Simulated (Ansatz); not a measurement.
# LiBeF3 (model cell, started as cubic perovskite with Be in the octahedra): a soft mode frozen in, part 2 of 3

Aim: this structure of LiBeF3 (model cell, started as cubic perovskite with Be in the octahedra) is to be tested for unstable modes, and one is followed downhill.

Ansatz 0.2.0; DFT PBE, scalar-relativistic, plane waves, PAW; PAW set soft_1.

So far, highest frequency on the path or at a solved wavevector (cm⁻¹): step 2 (phonons on a q mesh) 705. Also lowest frequency on the path (cm⁻¹): step 2 -208.

The structure was built from a prototype and need not be the compound's stable phase.

### 6. Relaxing from the distorted cell

Starting from the lowest point found, all atoms and the cell are let go, so that strain and other modes of the same symmetry can join in.

File input.yaml:

```yaml
crystal:
  lattice:
    - [3.497342264, 0.0, 0.0]
    - [0.0, 3.497342264, 0.0]
    - [0.0, 0.0, 3.497342264]
  atoms:
    - { symbol: Li, position: [0.0, 0.0909828171, 0.0909828171] }
    - { symbol: Be, position: [0.5, 0.5259142548, 0.5259142548] }
    - { symbol: F, position: [0.5, 0.4841604227, -0.0138491328] }
    - { symbol: F, position: [0.5, -0.0138491328, 0.4841604227] }
    - { symbol: F, position: [0.0, 0.4841604227, 0.4841604227] }
kpoints:
  mp_grid: { grid: [8, 8, 8] }
hamiltonian:
  xc: pbe
  pseudopotentials: { kind: paw, azcp: { folder: soft_1 } }
scf:
  occupations: { method: fixed }
output:
  forces: true
  stress: true
  eigenvalues: true
relax:
  adjacent_minimum: "off"
  f_tol: 0.002
  max_steps: 120
  cell: { stress_tol: 0.03 }
```

Run with:

```
> ansatz run input.yaml --threads 4 --pin off --max-ram 16384MiB --backend cpu --events-out ev --progress --plain --runs-dir out
```

Numbers of over 12 decimals in the logs are rounded to 6 here.

The log of the run:

```text
[...]
Crystal: 5 atoms, lattice volume = 42.777 Å³
Basis set: ecut = 420 eV, 847 PW (Γ), exchange–correlation on 48×48×48 points (8 copies of the dense FFT grid, shifted against one another)
Bands: 18, of which v1, the nominal top of the filled ones, is band 13 counted from 1 (12 counted from 0)
Symmetry: 4 space group operations
[...]
k-points: 105 of 512 (time reversal used)
[...]
SCF iter   1: F=—  HF=-2728.513547 eV  |F-HF|=—  |Δ(HF+E_count)|=         —  Δρ=6.72e-2  dr2=1.24e0  ethr=3.10e-3  ⟨swp⟩=4.6  Hψ=9046  notcnv=0  defer=285
[...]
SCF iter   8: F=-2728.514713 eV  HF=-2728.514713 eV  |F-HF|=4.08e-9  |Δ(HF+E_count)|=   1.66e-7  Δρ=3.51e-6  dr2=2.61e-9  ethr=3.85e-10  ⟨swp⟩=9.0  Hψ=8894  notcnv=0
SCF 1 converged in 8 iterations: F = -2728.514713 eV  dr2 = 2.61e-9
[...]
relax step   1: F+E_penalty+E_count = -2728.51471287 eV  Δ(F+E_penalty+E_count) = +0.000e0 eV  max|allowed force component| = 1.292e-1 eV/Å  Δτ_max = 0.0000 Å  P = +3.027 GPa  Ω = 42.777 Å³  (8 SCF iters, dr2 threshold 1.00e-7 eV, accepted)
Crystal: 5 atoms, lattice volume = 43.542 Å³
Basis set: ecut = 420 eV, 855 PW (Γ), exchange–correlation on 48×48×48 points (8 copies of the dense FFT grid, shifted against one another)
[...]
iter 1 solved again at ethr=1.49e-5 eV; its pass at ethr=3.10e-3 eV (dr2=3.88e-3 eV) is discarded
[...]
SCF iter   6: F=-2728.541941 eV  HF=-2728.541941 eV  |F-HF|=1.32e-9  |Δ(HF+E_count)|=   1.21e-7  Δρ=1.42e-5  dr2=4.05e-8  ethr=1.92e-9  ⟨swp⟩=5.0  Hψ=7705  notcnv=0
SCF 2 converged in 6 iterations: F = -2728.541941 eV  dr2 = 4.05e-8
relax step   2: F+E_penalty+E_count = -2728.54194099 eV  Δ(F+E_penalty+E_count) = -2.723e-2 eV  max|allowed force component| = 1.632e-1 eV/Å  Δτ_max = 0.0379 Å  P = +1.272 GPa  Ω = 43.542 Å³  energy of the carried Pulay correction = -2.056e-3 eV  (6 SCF iters, dr2 threshold 5.00e-7 eV, accepted)
Crystal: 5 atoms, lattice volume = 44.709 Å³
Basis set: ecut = 420 eV, 863 PW (Γ), exchange–correlation on 48×48×48 points (8 copies of the dense FFT grid, shifted against one another)
[...]
SCF iter   6: F=-2728.581310 eV  HF=-2728.581310 eV  |F-HF|=4.47e-8  |Δ(HF+E_count)|=   2.43e-8  Δρ=2.84e-5  dr2=1.68e-7  ethr=1.92e-9  ⟨swp⟩=8.8  Hψ=9214  notcnv=0
SCF 3 converged in 6 iterations: F = -2728.581310 eV  dr2 = 1.68e-7
relax step   3: F+E_penalty+E_count = -2728.58130987 eV  Δ(F+E_penalty+E_count) = -3.937e-2 eV  max|allowed force component| = 3.877e-1 eV/Å  Δτ_max = 0.0836 Å  P = -0.650 GPa  Ω = 44.709 Å³  energy of the carried Pulay correction = -5.122e-3 eV  (6 SCF iters, dr2 threshold 5.00e-7 eV, accepted)
[... from here on, the SCF cycles and remarks between the steps are left out ...]
relax step   4: F+E_penalty+E_count = -2728.66586478 eV  Δ(F+E_penalty+E_count) = -8.455e-2 eV  max|allowed force component| = 7.452e-1 eV/Å  Δτ_max = 0.1169 Å  P = -1.167 GPa  Ω = 46.054 Å³  energy of the carried Pulay correction = -8.558e-3 eV  (6 SCF iters, dr2 threshold 5.00e-7 eV, accepted)
relax step   5: F+E_penalty+E_count = -2728.80630242 eV  Δ(F+E_penalty+E_count) = -1.404e-1 eV  max|allowed force component| = 9.114e-1 eV/Å  Δτ_max = 0.0965 Å  P = +0.072 GPa  Ω = 47.039 Å³  energy of the carried Pulay correction = -1.101e-2 eV  (6 SCF iters, dr2 threshold 5.00e-7 eV, accepted)
relax step   6: F+E_penalty+E_count = -2728.93958156 eV  Δ(F+E_penalty+E_count) = -1.333e-1 eV  max|allowed force component| = 5.385e-1 eV/Å  Δτ_max = 0.1033 Å  P = +1.254 GPa  Ω = 47.809 Å³  energy of the carried Pulay correction = -1.289e-2 eV  (6 SCF iters, dr2 threshold 5.00e-7 eV, accepted)
relax step   7: F+E_penalty+E_count = -2728.95734354 eV  Δ(F+E_penalty+E_count) = -1.776e-2 eV  max|allowed force component| = 5.749e-1 eV/Å  Δτ_max = 0.0839 Å  P = -1.170 GPa  Ω = 47.710 Å³  energy of the carried Pulay correction = -1.265e-2 eV  (7 SCF iters, dr2 threshold 5.00e-7 eV, accepted)
relax step   8: F+E_penalty+E_count = -2728.90847819 eV  Δ(F+E_penalty+E_count) = +4.887e-2 eV  max|allowed force component| = 5.653e-1 eV/Å  Δτ_max = 0.0764 Å  P = +7.584 GPa  Ω = 45.143 Å³  energy of the carried Pulay correction = -6.242e-3 eV  (6 SCF iters, dr2 threshold 5.00e-7 eV, rejected (line search))
relax step   9: F+E_penalty+E_count = -2728.99671840 eV  Δ(F+E_penalty+E_count) = -3.937e-2 eV  max|allowed force component| = 1.053e-1 eV/Å  Δτ_max = 0.0629 Å  P = -0.353 GPa  Ω = 47.491 Å³  energy of the carried Pulay correction = -1.212e-2 eV  (10 SCF iters, accepted)
relax step  10: F+E_penalty+E_count = -2729.00312281 eV  Δ(F+E_penalty+E_count) = -6.404e-3 eV  max|allowed force component| = 6.842e-3 eV/Å  Δτ_max = 0.0234 Å  P = +0.325 GPa  Ω = 47.463 Å³  energy of the carried Pulay correction = -1.205e-2 eV  (6 SCF iters, dr2 threshold 5.00e-7 eV, accepted)
relax step  11: F+E_penalty+E_count = -2729.00298265 eV  Δ(F+E_penalty+E_count) = +1.402e-4 eV  max|allowed force component| = 8.734e-4 eV/Å  Δτ_max = 0.0019 Å  P = +0.030 GPa  Ω = 47.592 Å³  energy of the carried Pulay correction = -1.236e-2 eV  (4 SCF iters, dr2 threshold 5.00e-7 eV, accepted)
relax step  12: F+E_penalty+E_count = -2729.00295541 eV  Δ(F+E_penalty+E_count) = +2.723e-5 eV  max|allowed force component| = 4.517e-4 eV/Å  Δτ_max = 0.0004 Å  P = +0.003 GPa  Ω = 47.604 Å³  energy of the carried Pulay correction = -1.239e-2 eV  (4 SCF iters, dr2 threshold 4.55e-9 eV, accepted)
relax step  13: F+E_penalty+E_count = -2729.23428243 eV  Δ(F+E_penalty+E_count) = -2.313e-1 eV  max|allowed force component| = 1.455e-2 eV/Å  Δτ_max = 0.0000 Å  P = +5.848 GPa  Ω = 47.604 Å³  stress off target by 1.24e1 GPa  SCF on the basis re-selected at this cell (its energy is not comparable with the rows above)  (8 SCF iters)
relax step  14: F+E_penalty+E_count = -2729.37202553 eV  Δ(F+E_penalty+E_count) = -1.377e-1 eV  max|allowed force component| = 5.942e-2 eV/Å  Δτ_max = 0.0464 Å  P = +5.088 GPa  Ω = 48.789 Å³  energy of the carried Pulay correction = -2.941e-3 eV  (6 SCF iters, dr2 threshold 5.00e-7 eV, accepted)
relax step  15: F+E_penalty+E_count = -2729.47836960 eV  Δ(F+E_penalty+E_count) = -1.063e-1 eV  max|allowed force component| = 8.280e-2 eV/Å  Δτ_max = 0.0308 Å  P = +2.893 GPa  Ω = 50.434 Å³  energy of the carried Pulay correction = -6.845e-3 eV  (6 SCF iters, dr2 threshold 5.00e-7 eV, accepted)
[...]
relax step  29: F+E_penalty+E_count = -2729.81679147 eV  Δ(F+E_penalty+E_count) = -4.087e-5 eV  max|allowed force component| = 2.566e-3 eV/Å  Δτ_max = 0.0005 Å  P = +0.011 GPa  Ω = 56.642 Å³  energy of the carried Pulay correction = -1.384e-2 eV  (4 SCF iters, dr2 threshold 4.22e-9 eV, accepted)
relax step  30: F+E_penalty+E_count = -2729.81677131 eV  Δ(F+E_penalty+E_count) = +2.015e-5 eV  max|allowed force component| = 3.820e-4 eV/Å  Δτ_max = 0.0002 Å  P = -0.000 GPa  Ω = 56.646 Å³  energy of the carried Pulay correction = -1.386e-2 eV  (5 SCF iters, dr2 threshold 4.12e-10 eV, accepted)
relax step  31: F+E_penalty+E_count = -2729.86375137 eV  Δ(F+E_penalty+E_count) = -4.698e-2 eV  max|allowed force component| = 4.314e-3 eV/Å  Δτ_max = 0.0000 Å  P = +0.883 GPa  Ω = 56.646 Å³  stress off target by 2.57e0 GPa  SCF on the basis re-selected at this cell (its energy is not comparable with the rows above)  (7 SCF iters)
relax step  32: F+E_penalty+E_count = -2729.88081156 eV  Δ(F+E_penalty+E_count) = -1.706e-2 eV  max|allowed force component| = 1.400e-2 eV/Å  Δτ_max = 0.0196 Å  P = +0.518 GPa  Ω = 57.590 Å³  energy of the carried Pulay correction = -2.159e-3 eV  (5 SCF iters, dr2 threshold 5.00e-7 eV, accepted)
relax step  33: F+E_penalty+E_count = -2729.87663830 eV  Δ(F+E_penalty+E_count) = +4.173e-3 eV  max|allowed force component| = 9.607e-2 eV/Å  Δτ_max = 0.0177 Å  P = -0.252 GPa  Ω = 59.334 Å³  energy of the carried Pulay correction = -7.102e-3 eV  (6 SCF iters, dr2 threshold 5.00e-7 eV, accepted)
relax step  34: F+E_penalty+E_count = -2729.88234613 eV  Δ(F+E_penalty+E_count) = -5.708e-3 eV  max|allowed force component| = 6.591e-3 eV/Å  Δτ_max = 0.0102 Å  P = -0.031 GPa  Ω = 58.589 Å³  energy of the carried Pulay correction = -4.825e-3 eV  (5 SCF iters, dr2 threshold 5.00e-7 eV, accepted)
relax step  35: F+E_penalty+E_count = -2729.88249368 eV  Δ(F+E_penalty+E_count) = -1.475e-4 eV  max|allowed force component| = 1.326e-3 eV/Å  Δτ_max = 0.0002 Å  P = -0.010 GPa  Ω = 58.547 Å³  energy of the carried Pulay correction = -4.702e-3 eV  (4 SCF iters, dr2 threshold 2.24e-8 eV, accepted)
relax step  36: F+E_penalty+E_count = -2729.89137701 eV  Δ(F+E_penalty+E_count) = -8.883e-3 eV  max|allowed force component| = 1.032e-3 eV/Å  Δτ_max = 0.0000 Å  P = +0.158 GPa  Ω = 58.547 Å³  stress off target by 5.57e-1 GPa  SCF on the basis re-selected at this cell (its energy is not comparable with the rows above)  (7 SCF iters)
relax step  37: F+E_penalty+E_count = -2729.89185259 eV  Δ(F+E_penalty+E_count) = -4.756e-4 eV  max|allowed force component| = 7.016e-3 eV/Å  Δτ_max = 0.0054 Å  P = +0.024 GPa  Ω = 58.916 Å³  energy of the carried Pulay correction = -7.754e-4 eV  (4 SCF iters, dr2 threshold 5.00e-7 eV, accepted)
relax step  38: F+E_penalty+E_count = -2729.89165305 eV  Δ(F+E_penalty+E_count) = +1.995e-4 eV  max|allowed force component| = 1.017e-2 eV/Å  Δτ_max = 0.0034 Å  P = +0.022 GPa  Ω = 59.014 Å³  energy of the carried Pulay correction = -9.889e-4 eV  (5 SCF iters, dr2 threshold 2.58e-8 eV, accepted)
relax step  39: F+E_penalty+E_count = -2729.89168347 eV  Δ(F+E_penalty+E_count) = -3.042e-5 eV  max|allowed force component| = 3.678e-4 eV/Å  Δτ_max = 0.0029 Å  P = -0.001 GPa  Ω = 59.022 Å³  energy of the carried Pulay correction = -1.007e-3 eV  (5 SCF iters, dr2 threshold 6.47e-9 eV, accepted)
relax step  40: F+E_penalty+E_count = -2729.89292947 eV  Δ(F+E_penalty+E_count) = -1.246e-3 eV  max|allowed force component| = 4.778e-4 eV/Å  Δτ_max = 0.0000 Å  P = +0.018 GPa  Ω = 59.022 Å³  stress off target by 8.39e-2 GPa  SCF on the basis re-selected at this cell (its energy is not comparable with the rows above)  (7 SCF iters)
relax step  41: F+E_penalty+E_count = -2729.89286432 eV  Δ(F+E_penalty+E_count) = +6.515e-5 eV  max|allowed force component| = 1.390e-3 eV/Å  Δτ_max = 0.0009 Å  P = +0.012 GPa  Ω = 59.070 Å³  energy of the carried Pulay correction = -9.781e-5 eV  (4 SCF iters, dr2 threshold 1.76e-8 eV, accepted)
relax step  42: F+E_penalty+E_count = -2729.89295255 eV  Δ(F+E_penalty+E_count) = -8.823e-5 eV  max|allowed force component| = 1.388e-3 eV/Å  Δτ_max = 0.0000 Å  P = +0.014 GPa  Ω = 59.070 Å³  stress off target by 3.25e-2 GPa  SCF on the basis re-selected at this cell (its energy is not comparable with the rows above)  (6 SCF iters)
relax step  43: F+E_penalty+E_count = -2729.89289960 eV  Δ(F+E_penalty+E_count) = +5.296e-5 eV  max|allowed force component| = 2.454e-4 eV/Å  Δτ_max = 0.0002 Å  P = -0.000 GPa  Ω = 59.098 Å³  energy of the carried Pulay correction = -5.664e-5 eV  (4 SCF iters, dr2 threshold 2.64e-9 eV, accepted)
[...]
SCF iter   1: F=—  HF=-2729.892885 eV  |F-HF|=—  |Δ(HF+E_count)|=         —  Δρ=1.93e-5  dr2=1.65e-8  ethr=1.41e-7  ⟨swp⟩=2.7  Hψ=13571  notcnv=0  defer=314
eigensolver tolerance schedule: the retry pair's looser diagonalisation over-reported the residual by 2225.45 of it (diagonalisation noise at 0.11 of the residual, at the tolerance the schedule requests for it); recorded, not acted on — ethr = c·dr2/N_el stays at c = 1.0e-1
[...]
SCF iter   2: F=—  HF=-2729.892948 eV  |F-HF|=—  |Δ(HF+E_count)|=   6.31e-5  Δρ=9.64e-6  dr2=4.49e-9  ethr=6.33e-11  ⟨swp⟩=3.1  Hψ=3805  notcnv=0  defer=286
[...]
SCF iter   6: F=-2729.892951 eV  HF=-2729.892951 eV  |F-HF|=3.64e-12  |Δ(HF+E_count)|=  3.00e-11  Δρ=8.55e-8  dr2=1.87e-12  ethr=1.00e-12  ⟨swp⟩=10.0  Hψ=9974  notcnv=0
SCF 44 converged in 6 iterations: F = -2729.892951 eV  dr2 = 1.87e-12
relax step  44: F+E_penalty+E_count = -2729.89295073 eV  Δ(F+E_penalty+E_count) = -5.113e-5 eV  max|allowed force component| = 2.328e-4 eV/Å  Δτ_max = 0.0000 Å  P = +0.001 GPa  Ω = 59.098 Å³  stress off target by 6.05e-3 GPa  SCF on the basis re-selected at this cell (its energy is not comparable with the rows above)  (6 SCF iters)
[...]
SCF converged after 6 iterations
Free energy (F): -2729.892951 eV
[...]
Internal energy: -2729.892951 eV  (E = F + TS)
E sigma→0 (E₀):  -2729.892951 eV
Fermi energy:    -1.655016 eV
[...]
--- Forces (eV/Å), atoms counted from 1 ---
  atom   1  Li    -0.00000000     0.00005442     0.00005442
  atom   2  Be     0.00000000    -0.00012558    -0.00012558
  atom   3  F     -0.00000000     0.00012407    -0.00023197
  atom   4  F     -0.00000000    -0.00023197     0.00012407
  atom   5  F      0.00000000     0.00018331     0.00018331
  max |Σ_I F_I| component: 4.26e-6 eV/Å
--- Stress (GPa, compression-positive) ---
       -0.001054       0.000000       0.000000
        0.000000       0.001639       0.004411
        0.000000       0.004411       0.001639
  P = ⅓ Tr σ = 0.0007 GPa (0.007 kbar)
--- Band table (eV; the first three rows and the last of 105) ---
  k-point 0: bands = [... 9 lower, -2.4351, -1.9566, -1.7230, -1.6960, 5.8792, 9.9046, 11.4922, 12.2624, ... 1 higher]
  k-point 1: bands = [... 9 lower, -2.4571, -1.9518, -1.7803, -1.7093, 6.0398, 9.8030, 11.3212, 12.2270, ... 1 higher]
  k-point 2: bands = [... 9 lower, -2.5041, -1.9375, -1.9195, -1.7438, 6.4878, 9.4521, 10.9028, 12.4990, ... 1 higher]
  k-point 104: bands = [... 9 lower, -2.7818, -2.4365, -2.3915, -1.6550, 10.3093, 11.2138, 11.3536, 12.2925, ... 1 higher]
--- Relaxed structure (37 steps of the walk, 35 accepted, 7 SCFs on fresh bases) ---
  F+E_penalty+E_count = -2729.89295073 eV   max|allowed force component| = 2.328e-4 eV/Å   (the final SCF, on the basis selected at the relaxed cell)
  cell:  # Å, volume = 59.0984 Å³
    - [2.767529, 0, 0]
    - [0, 4.736643, 1.039991]
    - [0, 1.039991, 4.736643]
  atoms:
    - { symbol: Li, position: [0, 0.208335, 0.208335] }
    - { symbol: Be, position: [0.5, 0.569131, 0.569131] }
    - { symbol: F, position: [0.5, 0.419483, -0.084602] }
    - { symbol: F, position: [0.5, -0.084602, 0.419483] }
    - { symbol: F, position: [0, 0.459022, 0.459022] }
```

The job ended after 2.2 min (4 threads of Arm Neoverse V1, shared host; peak memory 0.46 GiB; 8.7 min of CPU time).

Relaxation path (22 of 44):

| step | energy less that of the first step (eV) | largest force component (eV/Å) | pressure (GPa) | volume (Å³) |
| --- | --- | --- | --- | --- |
| 1 | 0.0000 | 0.1292 | 3.03 | 42.78 |
| 3 | -0.0666 | 0.3877 | -0.65 | 44.71 |
| 5 | -0.2916 | 0.9114 | 0.07 | 47.04 |
| 7 | -0.4426 | 0.5749 | -1.17 | 47.71 |
| 9 | -0.4820 | 0.1053 | -0.35 | 47.49 |
| 11 | -0.4883 | 0.0009 | 0.03 | 47.59 |
| 13* | -0.7196 | 0.0146 | 5.85 | 47.60 |
| 15 | -0.9637 | 0.0828 | 2.89 | 50.43 |
| 17 | -1.0548 | 0.0719 | -0.13 | 52.53 |
| 19 | -1.0553 | 0.0031 | -0.01 | 52.53 |
| 21 | -1.0554 | 0.0004 | 0.00 | 52.52 |
| 24 | -1.2569 | 0.0405 | 2.08 | 54.11 |
| 26 | -1.3010 | 0.0368 | -0.13 | 56.81 |
| 28 | -1.3020 | 0.0082 | -0.02 | 56.65 |
| 30 | -1.3021 | 0.0004 | 0.00 | 56.65 |
| 32 | -1.3661 | 0.0140 | 0.52 | 57.59 |
| 34 | -1.3676 | 0.0066 | -0.03 | 58.59 |
| 36* | -1.3767 | 0.0010 | 0.16 | 58.55 |
| 38 | -1.3769 | 0.0102 | 0.02 | 59.01 |
| 40* | -1.3782 | 0.0005 | 0.02 | 59.02 |
| 42* | -1.3782 | 0.0014 | 0.01 | 59.07 |
| 44* | -1.3782 | 0.0002 | 0.00 | 59.10 |

Relaxation steps marked * repeat the geometry before them on a plane-wave basis chosen anew for their cell, so energy and pressure can jump there. Other such steps can lie between the rows shown. Relaxation steps 8, 20 were tried and not accepted.

Forces are held to the 4 operations that the run works with; a distortion that breaks them can't arise in this run.

| cell as run | before | after | change |
| --- | --- | --- | --- |
| a (Å) | 3.497 | 2.768 | -20.9 % |
| b (Å) | 3.497 | 4.849 | +38.7 % |
| c (Å) | 3.497 | 4.849 | +38.7 % |
| α (°) | 90.00 | 65.23 | -27.5 % |
| volume (Å³/atom) | 8.56 | 11.82 | +38.2 % |

The atoms that moved most (Å, as changes of fractional coordinates times the final cell):

| atom | dx | dy | dz | length |
| --- | --- | --- | --- | --- |
| Li1 | 0.000 | 0.678 | 0.678 | 0.959 |
| F3 | 0.000 | -0.380 | -0.402 | 0.553 |
| F4 | 0.000 | -0.402 | -0.380 | 0.553 |
| Be2 | 0.000 | 0.250 | 0.250 | 0.353 |
| F5 | 0.000 | -0.145 | -0.145 | 0.205 |

Final coordinates:

```xyz
5
Lattice="2.7675 0.0000 0.0000 0.0000 4.7366 1.0400 0.0000 1.0400 4.7366" Properties=species:S:1:pos:R:3 pbc="T T T"
Li    0.0000    1.2035    1.2035
Be    1.3838    3.2877    3.2877
F     1.3838    1.8990    0.0355
F     1.3838    0.0355    1.8990
F     0.0000    2.6516    2.6516
```

This step gave:

| Property | Result |
| --- | --- |
| pressure | 7.42e-4 GPa |
| gap on the k-mesh | 7.534 eV |
| volume per atom | 11.82 Å³ |

The distorted start has space group Amm2; the relaxation ends in Amm2.

### 7. The new phase in its own primitive cell

The relaxed structure is symmetrised, reduced to its primitive cell and relaxed tightly, as its phonons need.

input.yaml, the sections that differ from step 6:

```yaml
crystal:
  lattice:
    - [2.7675287613, 0.0, 0.0]
    - [0.0, 2.6139276611, 4.0846971522]
    - [0.0, -2.6139276611, 4.0846971522]
  atoms:
    - { symbol: Li, position: [0.0, 0.2083353652, 0.2083353652] }
    - { symbol: Be, position: [0.5, 0.5691309961, 0.5691309961] }
    - { symbol: F, position: [0.5, 0.4194826216, 0.9153982174] }
    - { symbol: F, position: [0.5, 0.9153982174, 0.4194826216] }
    - { symbol: F, position: [0.0, 0.4590215842, 0.4590215842] }
kpoints:
  mp_grid: { grid: [8, 4, 4] }
relax:
  adjacent_minimum: "off"
  f_tol: 0.001
  max_steps: 60
  cell: { stress_tol: 0.01 }
# hamiltonian, scf, output: as in step 6
```

The log of the run:

```text
[...]
Crystal: 5 atoms, lattice volume = 59.098 Å³
Basis set: ecut = 420 eV, 1153 PW (Γ), exchange–correlation on 40×72×72 points (8 copies of the dense FFT grid, shifted against one another)
Bands: 18, of which v1, the nominal top of the filled ones, is band 13 counted from 1 (12 counted from 0)
Symmetry: 4 space group operations
[...]
k-points: 35 of 128 (time reversal used)
[...]
cell:  # Å, volume = 59.0984 Å³
    - [2.7675287613, 0.0, 0.0]
    - [0.0, 2.6139276611, 4.0846971522]
    - [0.0, -2.6139276611, 4.0846971522]
  atoms:
    - { symbol: Li, position: [0.0, 0.208335, 0.208335] }
    - { symbol: Be, position: [0.5, 0.569131, 0.569131] }
    - { symbol: F, position: [0.5, 0.419483, 0.915398] }
    - { symbol: F, position: [0.5, 0.915398, 0.419483] }
    - { symbol: F, position: [0.0, 0.459022, 0.459022] }
[key lines of the parts left out:]
SCF converged after 7 iterations
Free energy (F): -2729.892954 eV
Fermi energy:    -1.655019 eV
P = ⅓ Tr σ = 0.0010 GPa (0.010 kbar)
```

Elapsed: 2.8 s, on 4 threads; peak memory 0.37 GiB.

Little changed from the start: no atom moved by 0.005 Å and no cell edge by 0.1 %.

A gap read on the k-mesh alone can miss the band edges.

Numbers from this step:

```
pressure           : 0.001028 GPa
direct gap on mesh : 7.575 eV
```

The largest force component left is 0.26 meV/Å and the pressure is 0.001 GPa, within the tolerances set. The cell now holds 11.82 Å³/atom.

[end of part 2 of 3]

[Logs are printed without paths, hosts, clocks, repeated set-up lines and the standing remarks that a program may print on its own settings, such as how far it seeks lower states.]

[Hosts, paths, dates, database ids (printed as entryN), source tags and the programs' standing remarks are cut or masked in the printed files.]
